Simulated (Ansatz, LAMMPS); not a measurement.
# Elastic response of glassy 62P2O5-14Al2O3-24BaO (mol %) (160 atoms), part 2 of 3

How stiff is glassy 62P2O5-14Al2O3-24BaO (mol %) (160 atoms)?

Ansatz 0.2.0; Kohn-Sham DFT, revPBE, PAW (set soft_2), plane waves.

The cell: 36 P, 8 Al, 7 Ba and 109 O. The quench rate of 1000 K/ps is many orders above laboratory rates. The starting topology of bonds comes from the classical model. The Brillouin zone is sampled at Γ only. Spin–orbit coupling is left out.

So far. Step 2 (Single point at the start): The r.m.s. force at the start is 1.4 eV/Å. Step 3 (Cell and atoms relaxed): The relaxation converged after 52 steps, with a largest force component of 0.034 eV/Å.

### 4. Single point at the relaxed geometry

The electronic structure is read at the final geometry, in a run of its own.

input.yaml

```yaml
crystal:
  lattice:
    - [13.50415, 0.003, 0.35734]
    - [0.003, 12.7172, -0.21452]
    - [0.35734, -0.21452, 14.6934]
  atoms:
    - { symbol: P, position: [0.00288, 0.98632, 0.7704] }
    - { symbol: P, position: [0.32992, 0.20195, 0.93994] }
    - { symbol: P, position: [0.90973, 0.51746, 0.62593] }
    - { symbol: P, position: [0.0827, 0.86192, 0.17815] }
    - { symbol: P, position: [0.90907, 0.18377, 0.68772] }
    - { symbol: P, position: [0.57291, 0.75661, 0.01927] }
    [... 148 atom lines left out ...]
    - { symbol: O, position: [0.27576, 0.77638, 0.02526] }
    - { symbol: O, position: [0.59812, 0.49814, 0.71439] }
    - { symbol: O, position: [0.89203, 0.44067, 0.8422] }
    - { symbol: O, position: [0.66815, 0.14276, 0.40145] }
    - { symbol: O, position: [0.99018, 0.79786, 0.9525] }
    - { symbol: O, position: [0.82698, 0.20456, 0.10116] }
kpoints:
  mp_grid: { grid: [1, 1, 1] }
hamiltonian:
  xc: revpbe
scf:
  occupations: { method: fixed }
output:
  forces: true
  stress: true
  populations: intrinsic
  dos:
    method: { smearing: { sigma: 0.1 } }
    de: 0.1
    projected: { site_lists: { Al: [Al], Ba: [Ba], O: [O], P: [P] } }
  eigenvalues: true
  write_density: true
  write_potential: true
  volumetric_format: npy
  elf: true
```

The run is started by

```
> ansatz run input.yaml --threads 4 --pin off --max-ram 8192MiB --backend cpu --events-out ev --progress --plain --runs-dir out
```

Log:

```text
[...]
Crystal: 160 atoms, lattice volume = 2521.125 Å³
Basis set: ecut = 420 eV, 49247 PW (Γ), exchange–correlation on 192×180×200 points (8 copies of the dense FFT grid, shifted against one another)
Bands: 624, of which v1, the nominal top of the filled ones, is band 464 counted from 1 (463 counted from 0)
Symmetry: 1 space group operations
[...]
k-points: 1
[...]
SCF iter   1: F=—  HF=-135388.404012 eV  |F-HF|=—  |Δ(HF+E_count)|=         —  Δρ=3.87e-3  dr2=3.75e-1  ethr=1.77e-3  ⟨swp⟩=7.0  Hψ=2478  notcnv=0  defer=158
[...]
SCF iter  10: F=-135388.392880 eV  HF=-135388.392880 eV  |F-HF|=3.07e-8  |Δ(HF+E_count)|=   7.31e-9  Δρ=1.35e-6  dr2=4.21e-8  ethr=1.08e-11  ⟨swp⟩=35.0  Hψ=8555  notcnv=0
SCF 1 converged in 10 iterations: F = -135388.392880 eV  dr2 = 4.21e-8
[...]
WARN: The input density's exchange-correlation potential varies sharply where the density is thin. Do not read a vacuum level from v_tot or v_xc, or from such a field of the output density. On a cell that repeats whose density bears no net charge and no dipole along the vacuum's axis use v_es (v_loc + v_h of the components); [...]
SCF converged after 10 iterations
Free energy (F): -135388.392880 eV
[...]
Internal energy: -135388.392880 eV  (E = F + TS)
E sigma→0 (E₀):  -135388.392880 eV
Fermi energy:    2.984466 eV
[...]
--- Forces (eV/Å), atoms counted from 1 ---
  atom   1  P     -0.00077010     0.00623509    -0.00195731
  atom   2  P     -0.03043080    -0.00403634    -0.02589036
  atom   3  P     -0.01080673    -0.00650182    -0.00147193
  atom   4  P     -0.00828135     0.00311264    -0.01313547
  atom   5  P     -0.01108428     0.01081759     0.02162458
  atom   6  P      0.00337241    -0.02086771     0.00480451
  atom   7  P     -0.00473903     0.00663721    -0.00468029
  atom   8  P     -0.01508420    -0.01861259     0.01595699
  atom   9  P     -0.01252474    -0.01388598    -0.00558232
  atom  10  P      0.00879451     0.00126642     0.01310873
  atom  11  P     -0.00521443     0.00630748    -0.00496562
  atom  12  P     -0.00162823    -0.00739151    -0.01832373
  atom  13  P     -0.00652251    -0.02331714    -0.00968848
  atom  14  P      0.01138322    -0.01538789     0.00009405
[...]
atom 159  O     -0.00413728    -0.00368461    -0.00159803
  atom 160  O      0.00318282    -0.01551788    -0.01197066
  max |Σ_I F_I| component: 1.23e-4 eV/Å
--- Stress (GPa, compression-positive) ---
       -0.008293       0.007152      -0.002416
        0.007150       0.001479      -0.019328
       -0.002416      -0.019323       0.042528
  P = ⅓ Tr σ = 0.0119 GPa (0.119 kbar)
--- Band table (eV) ---
[...]
--- intrinsic populations: 160 sites ---
  site symbol       q [e]
     0      P      2.7915
     1      P      2.8352
     2      P      2.8434
[...]
159      O      6.8549
  spilling = 0.000000 (of n_electrons = 928.000000)
```

Wall time 37 s (4 threads of AMD EPYC 9R45, shared host); peak memory 4.1 GiB.

The program notes that the exchange-correlation potential is rough where the density is thin.

Read from the output:

```yaml
free_energy: -135388.3929 eV
free_energy_per_atom: -846.1775 eV/atom
scf_cycles: 10
pressure: 0.0119 GPa
r_m_s_force_component: 0.00889 eV/Å
longest_force: 0.04016 eV/Å
fermi_energy: 2.984 eV
spacing_of_highest_filled_and_lowest_empty_level: 3.49 eV
```

Intrinsic-atomic-orbital charges by element and coordination:

```tsv
element	coordination	atoms	mean charge (e)	spread	least	most
Al	all	8	1.38	0.055	1.30	1.46
Al	4	4	1.43	0.0357	1.37	1.46
Al	5	4	1.34	0.0251	1.30	1.36
Ba	all	7	1.83	0.0137	1.82	1.86
Ba	5	3	1.83	0.0062	1.82	1.84
Ba	6	1	1.83	0	1.83	1.83
Ba	7	2	1.82	0.0068	1.82	1.83
Ba	8	1	1.86	0	1.86	1.86
O	all	109	-0.927	0.0679	-1.10	-0.825
O	1	6	-0.926	0.0295	-0.984	-0.897
O	2	91	-0.924	0.0701	-1.10	-0.825
O	3	12	-0.949	0.0605	-1.08	-0.883
P	all	36	2.14	0.0386	2.04	2.24
P	3	1	2.04	0	2.04	2.04
P	4	33	2.15	0.0358	2.07	2.24
P	5	2	2.15	0.022	2.13	2.17
```

Density of states as counts of states in windows of 1 eV (from the Fermi level), total and the larger projections:

```tsv
from (eV)	to (eV)	total	O p	P p	O s	Ba p
-14	-13	4.0	2.2	0.4	0.5	0.0
-13	-12	8.7	4.8	1.0	1.0	0.3
-12	-11	41.4	8.6	1.8	1.4	27.5
-11	-10	30.5	11.8	3.0	1.8	11.5
-10	-9	21.4	13.7	3.7	1.4	0.4
-9	-8	23.5	16.0	3.7	1.2	0.1
-8	-7	28.7	19.9	3.7	2.1	0.1
-7	-6	41.8	29.8	5.2	3.9	0.1
-6	-5	68.1	51.6	6.6	6.5	0.4
-5	-4	85.9	72.1	5.1	4.6	0.4
-4	-3	98.7	88.8	3.3	2.7	0.3
-3	-2	107.0	99.3	3.0	1.3	0.2
-2	-1	106.4	100.9	2.2	0.6	0.2
-1	0	28.5	27.4	0.4	0.1	0.0
0	1	1.4	1.3	0.0	0.0	0.0
1	3	0.0	0.0	0.0	0.0	0.0
3	4	3.9	0.7	0.4	0.7	0.0
4	5	8.5	1.0	1.0	1.3	0.0
```

With fixed occupations the program's Fermi level is the highest filled level; weight inside the gap is the broadening of levels at its edges.

Between -26 and -14 eV lie 223 more states.

The levels nearest the highest filled one (over half full), pooled over k-points and spins:

```tsv
level less the highest filled one (eV)	occupation
-0.585	2
-0.550	2
-0.284	2
-0.271	2
-0.159	2
0	2
3.49	0
3.85	0
4.21	0
4.66	0
4.78	0
4.93	0
```

Valence density in the bc plane at fractional x = 0.225, with atoms of P and Al and Ba and O within 0.2 Å of it. It is the smooth field of the valence electrons, not physical close to the nuclei.

Values in e/Å³, 13 rows by 16 columns, each cell a mean:
```
0.0 0.1 0.1 0.3 3.7 1.9 0.6 2.7 1.7 0.1 0.1 0.2 0.2 0.0 0.0 0.0
0.1 0.5 0.4 0.1 0.4 0.2 0.2 1.9 1.2 0.1 0.0 0.0 0.0 0.0 0.0 0.0
0.1 0.1 0.3 0.2 0.0 0.0 0.0 0.5 0.8 0.4 0.0 0.0 0.0 0.0 0.0 0.0
0.1 0.2 2.3 2.3 0.2 0.2 0.2 1.0 1.0 0.8 0.1 0.0 0.0 0.0 0.0 0.0
0.0 0.1 0.4 0.8 0.9 3.9 1.8 0.2 0.3 0.1 0.0 0.0 0.0 0.0 0.0 0.0
0.0 0.1 0.6 0.8 0.3 0.6 0.3 0.0 0.0 0.0 0.1 0.3 0.1 0.0 0.1 0.1
0.3 0.3 0.4 0.4 0.3 0.1 0.0 0.3 1.2 0.3 0.9 4.5 0.9 0.2 0.7 0.5
1.9 3.8 0.5 1.1 4.6 1.0 0.1 0.5 1.8 0.4 0.2 0.4 0.1 0.1 0.4 0.5
0.2 0.4 0.1 0.2 0.5 0.2 0.0 0.0 0.0 0.0 0.0 0.0 0.0 0.0 0.1 0.1
0.0 0.0 0.0 0.0 0.0 0.0 0.0 0.0 0.0 0.0 0.0 0.0 0.0 0.0 0.0 0.0
0.0 0.0 0.0 0.0 0.0 0.0 0.0 0.0 0.0 0.1 0.1 0.0 0.1 0.0 0.0 0.0
0.0 0.0 0.0 0.0 0.0 0.0 0.1 0.1 0.1 0.8 0.8 0.3 0.3 0.1 0.0 0.0
0.0 0.0 0.0 0.0 0.2 0.3 0.4 0.4 0.1 0.2 0.5 0.7 1.0 0.3 0.0 0.0
```
Columns run along b (12.7 Å), rows up along c (14.7 Å). Atoms in or near the plane, at fractional coordinates: P at (0.40, 0.99), Al at (0.07, 0.79), Ba at (0.52, 0.74), O at (0.49, 0.92), O at (0.29, 0.95), O at (0.35, 0.64), O at (0.71, 0.49), O at (0.07, 0.41), O at (0.27, 0.41).

Electrostatic potential energy in the bc plane at fractional x = 0.225, with atoms of P and Al and Ba and O within 0.2 Å of it. With pseudopotentials it is smooth inside the atoms' cores, unlike the true potential.

Values in eV, 13 rows by 16 columns, each cell a mean:
```
 10  10   8   5 -28 -23 -29 -29  -7   8   5   5   8  10  10  10
  4   0   4   7   4   6   6 -10  -4   7   8   9   9   9   9   8
-10  -8  -4   7   9   8   5  -8 -17  -5   5   8   9   9   9   4
 -2  -4 -18 -18   4   7   3 -25 -37 -17   4   8   9   9   9   6
  8   8   0 -33 -28 -29 -10   1  -5   2   7   9   9   9   9   9
  8   8   2  -9  -2   2   7   8   7   7   7   6   7   7   8   8
 -2   4  -1  -2   4   6   6   5  -4   4  -4 -34  -4   4  -2 -16
-20 -30  -5 -11 -34  -6  -2   0 -11   3   3   3   7   7  -3 -23
  7   6   7   7   3   6   4   7   8   8   9   9  10  10   9   7
  9   9   9   9   9   9   9   9   9   9  10  10  10  10  10  10
  9   9   9   9   9   9   9   9   9   9   8   8   9   8   8   9
 10  10  10  10   9   8   7   7   7   0  -9 -11   4   8   9  10
 10  10  10   9   7  -5 -25 -10   5   3 -20 -27  -5   8  10  10
```
Columns run along b (12.7 Å; values clipped at the 3rd and 97th percentile), rows up along c (14.7 Å). Atoms in or near the plane, at fractional coordinates: P at (0.40, 0.99), Al at (0.07, 0.79), Ba at (0.52, 0.74), O at (0.49, 0.92), O at (0.29, 0.95), O at (0.35, 0.64), O at (0.71, 0.49), O at (0.07, 0.41), O at (0.27, 0.41).

Filled and empty levels are parted by 3.49 eV (at Γ alone); a semilocal functional tends to put such gaps too low. In a disordered cell it changes from sample to sample, and tail or defect levels can set it. Mean intrinsic-atomic-orbital charges: Al +1.38, Ba +1.83, O -0.93, P +2.14 e.

### 5. Volume -3 %

The relaxed cell is scaled evenly and the atoms are relaxed again; the stress at the end gives one point of P(V).

input.yaml, the sections that differ from step 4:

```yaml
crystal:
  lattice:
    - [13.36774, 0.00297, 0.35373]
    - [0.00297, 12.58873, -0.21235]
    - [0.35373, -0.21235, 14.54497]
  atoms:
    [... the 160 atom lines of step 4 ...]
output:
  forces: true
  eigenvalues: true
  stress: true
relax:
  f_tol: 0.05
  max_steps: 70
# kpoints, hamiltonian, scf: as in step 4
```

Log:

```text
Warning: output.stress: scf.convergence.dr2_threshold = 1e-7 eV (the SCF's general default) is looser than the 1.08e-8 eV advised for a printed stress (1e-10 eV for each atom of the cell: 160, of which 108 are counted). What an SCF threshold leaves in a stress goes as its square root, and in the free energy as the threshold itself, and one threshold admits the most on a small cell: [...]
[...]
Crystal: 160 atoms, lattice volume = 2445.491 Å³
Basis set: ecut = 420 eV, 47821 PW (Γ), exchange–correlation on 180×180×200 points (8 copies of the dense FFT grid, shifted against one another)
Bands: 624, of which v1, the nominal top of the filled ones, is band 464 counted from 1 (463 counted from 0)
Symmetry: 1 space group operations
[...]
k-points: 1
[...]
SCF iter   1: F=—  HF=-135387.392226 eV  |F-HF|=—  |Δ(HF+E_count)|=         —  Δρ=3.83e-3  dr2=3.50e-1  ethr=1.77e-3  ⟨swp⟩=7.0  Hψ=2698  notcnv=0  defer=158
[...]
SCF iter   6: F=-135387.411206 eV  HF=-135387.411209 eV  |F-HF|=2.54e-6  |Δ(HF+E_count)|=   7.63e-5  Δρ=3.92e-5  dr2=3.87e-5  ethr=6.73e-9  ⟨swp⟩=29.0  Hψ=6607  notcnv=0
SCF 1 converged in 6 iterations: F = -135387.411206 eV  dr2 = 3.87e-5
[...]
relax step   1: F+E_penalty+E_count = -135387.41120647 eV  Δ(F+E_penalty+E_count) = +0.000e0 eV  max|allowed force component| = 8.885e-1 eV/Å  Δτ_max = 0.0000 Å  (6 SCF iters, dr2 threshold 6.25e-5 eV, accepted)
[...]
relax step   2: F+E_penalty+E_count = -135387.86759239 eV  Δ(F+E_penalty+E_count) = -4.564e-1 eV  max|allowed force component| = 5.709e-1 eV/Å  Δτ_max = 0.1132 Å  (6 SCF iters, dr2 threshold 4.93e-5 eV, accepted)
[...]
relax step   3: F+E_penalty+E_count = -135388.11078797 eV  Δ(F+E_penalty+E_count) = -2.432e-1 eV  max|allowed force component| = 2.441e-1 eV/Å  Δτ_max = 0.0863 Å  (7 SCF iters, dr2 threshold 2.04e-5 eV, accepted)
relax step   4: F+E_penalty+E_count = -135387.68062736 eV  Δ(F+E_penalty+E_count) = +4.302e-1 eV  max|allowed force component| = 1.102e0 eV/Å  Δτ_max = 0.2000 Å  (8 SCF iters, dr2 threshold 1.09e-5 eV, rejected (line search))
relax step   5: F+E_penalty+E_count = -135388.18491622 eV  Δ(F+E_penalty+E_count) = -7.413e-2 eV  max|allowed force component| = 1.206e-1 eV/Å  Δτ_max = 0.0774 Å  (11 SCF iters, accepted)
relax step   6: F+E_penalty+E_count = -135388.17066518 eV  Δ(F+E_penalty+E_count) = +1.425e-2 eV  max|allowed force component| = 2.361e-1 eV/Å  Δτ_max = 0.1000 Å  (8 SCF iters, dr2 threshold 2.66e-6 eV, rejected (line search))
relax step   7: F+E_penalty+E_count = -135388.20571375 eV  Δ(F+E_penalty+E_count) = -2.080e-2 eV  max|allowed force component| = 6.618e-2 eV/Å  Δτ_max = 0.0490 Å  (9 SCF iters, accepted)
relax step   8: F+E_penalty+E_count = -135388.21002264 eV  Δ(F+E_penalty+E_count) = -4.309e-3 eV  max|allowed force component| = 6.346e-2 eV/Å  Δτ_max = 0.0472 Å  (9 SCF iters, accepted)
relax step   9: F+E_penalty+E_count = -135388.21352263 eV  Δ(F+E_penalty+E_count) = -3.500e-3 eV  max|allowed force component| = 7.094e-2 eV/Å  Δτ_max = 0.0298 Å  (8 SCF iters, accepted)
relax step  10: F+E_penalty+E_count = -135388.21739789 eV  Δ(F+E_penalty+E_count) = -3.875e-3 eV  max|allowed force component| = 6.758e-2 eV/Å  Δτ_max = 0.0392 Å  (6 SCF iters, dr2 threshold 4.63e-6 eV, accepted)
relax step  11: F+E_penalty+E_count = -135388.22062646 eV  Δ(F+E_penalty+E_count) = -3.229e-3 eV  max|allowed force component| = 5.531e-2 eV/Å  Δτ_max = 0.0497 Å  (6 SCF iters, dr2 threshold 4.14e-6 eV, accepted)
[...]
relax step  12: F+E_penalty+E_count = -135388.22336347 eV  Δ(F+E_penalty+E_count) = -2.737e-3 eV  max|allowed force component| = 4.489e-2 eV/Å  Δτ_max = 0.0398 Å  (8 SCF iters, accepted)
SCF converged after 8 iterations
Free energy (F): -135388.223363 eV
[...]
Internal energy: -135388.223363 eV  (E = F + TS)
E sigma→0 (E₀):  -135388.223363 eV
Fermi energy:    3.253902 eV
[...]
--- Forces (eV/Å), atoms counted from 1 ---
  atom   1  P     -0.01244357     0.00532280    -0.01619888
  atom   2  P      0.00000793    -0.01370812     0.01181113
  atom   3  P     -0.00522012     0.01023608     0.01721463
  atom   4  P      0.00779800    -0.00091032     0.00586274
  atom   5  P     -0.02925630    -0.01255575     0.01111862
  atom   6  P      0.00033208     0.00494896    -0.00297966
  atom   7  P     -0.00399129     0.03638976     0.00484430
  atom   8  P      0.01877949     0.02222589     0.02058310
  atom   9  P     -0.00803876    -0.00091888     0.01077121
  atom  10  P     -0.00053067    -0.00400780    -0.00139670
  atom  11  P      0.00331783    -0.00227595    -0.01281098
  atom  12  P     -0.00614756     0.02220123    -0.01590510
  atom  13  P      0.01273752     0.02711625     0.00576842
  atom  14  P      0.00476903     0.00755099    -0.02040049
[...]
atom 159  O     -0.00291076    -0.00038602    -0.00131400
  atom 160  O      0.00136934     0.02231014     0.02101232
  max |Σ_I F_I| component: 6.94e-5 eV/Å
--- Stress (GPa, compression-positive) ---
        0.823908      -0.071679       0.009070
       -0.071681       0.912048      -0.032183
        0.009071      -0.032178       0.557788
  P = ⅓ Tr σ = 0.7646 GPa (7.646 kbar)
--- Band table (eV) ---
[...]
--- Relaxed structure (12 steps of the walk, 10 accepted, 0 SCFs on fresh bases) ---
  F+E_penalty+E_count = -135388.22336347 eV   max|allowed force component| = 4.489e-2 eV/Å
  atoms:
    - { symbol: P, position: [0.00159262, 0.984699, 0.768992] }
    - { symbol: P, position: [0.325732, 0.202887, 0.941518] }
    - { symbol: P, position: [0.907608, 0.513979, 0.623425] }
    - { symbol: P, position: [0.084990, 0.865451, 0.181710] }
[...]
- { symbol: O, position: [0.825694, 0.202753, 0.101861] }
```

Elapsed: 4.6 min, on 4 threads; peak memory 4 GiB.

The program notes that the SCF threshold is loose for the stress.

The relaxation converged after 12 steps, 0.812 eV below its start, with a largest force component of 0.045 eV/Å.

Volume -3 %: the energy stands 0.170 eV above that of the reference, at a pressure of 0.765 GPa.

### 6. Volume +3 %

The relaxed cell is scaled to another volume.

Input and log are left out; they have the form of those shown for this kind of step.

The job ended after 5.2 min (4 threads of AMD EPYC 9R45, shared host; peak memory 4.2 GiB; 20 min of CPU time).

The relaxation converged after 13 steps, 0.754 eV below its start, with a largest force component of 0.046 eV/Å.

Volume +3 %: the energy stands 0.109 eV above that of the reference, at a pressure of -0.611 GPa.

### 7. Volume -6 %

The relaxed cell is scaled to another volume.

Input and log are left out; they have the form of those shown for this kind of step.

Wall time 11 min (4 threads of AMD EPYC 9R45, shared host); peak memory 4 GiB.

The relaxation converged after 34 steps, 3.64 eV below its start, with a largest force component of 0.038 eV/Å.

Volume -6 %: the energy stands 0.529 eV above that of the reference, at a pressure of 1.61 GPa.

(Part 2 of 3 ends here.)

[Long decimals in the printed logs are rounded to 6 places.]

[Logs are printed without paths, hosts, clocks, repeated set-up lines and the standing remarks that a program may print on its own settings, such as how far it seeks lower states.]

[Hosts, paths, dates, database ids (printed as entryN), source tags and the programs' standing remarks are cut or masked in the printed files.]
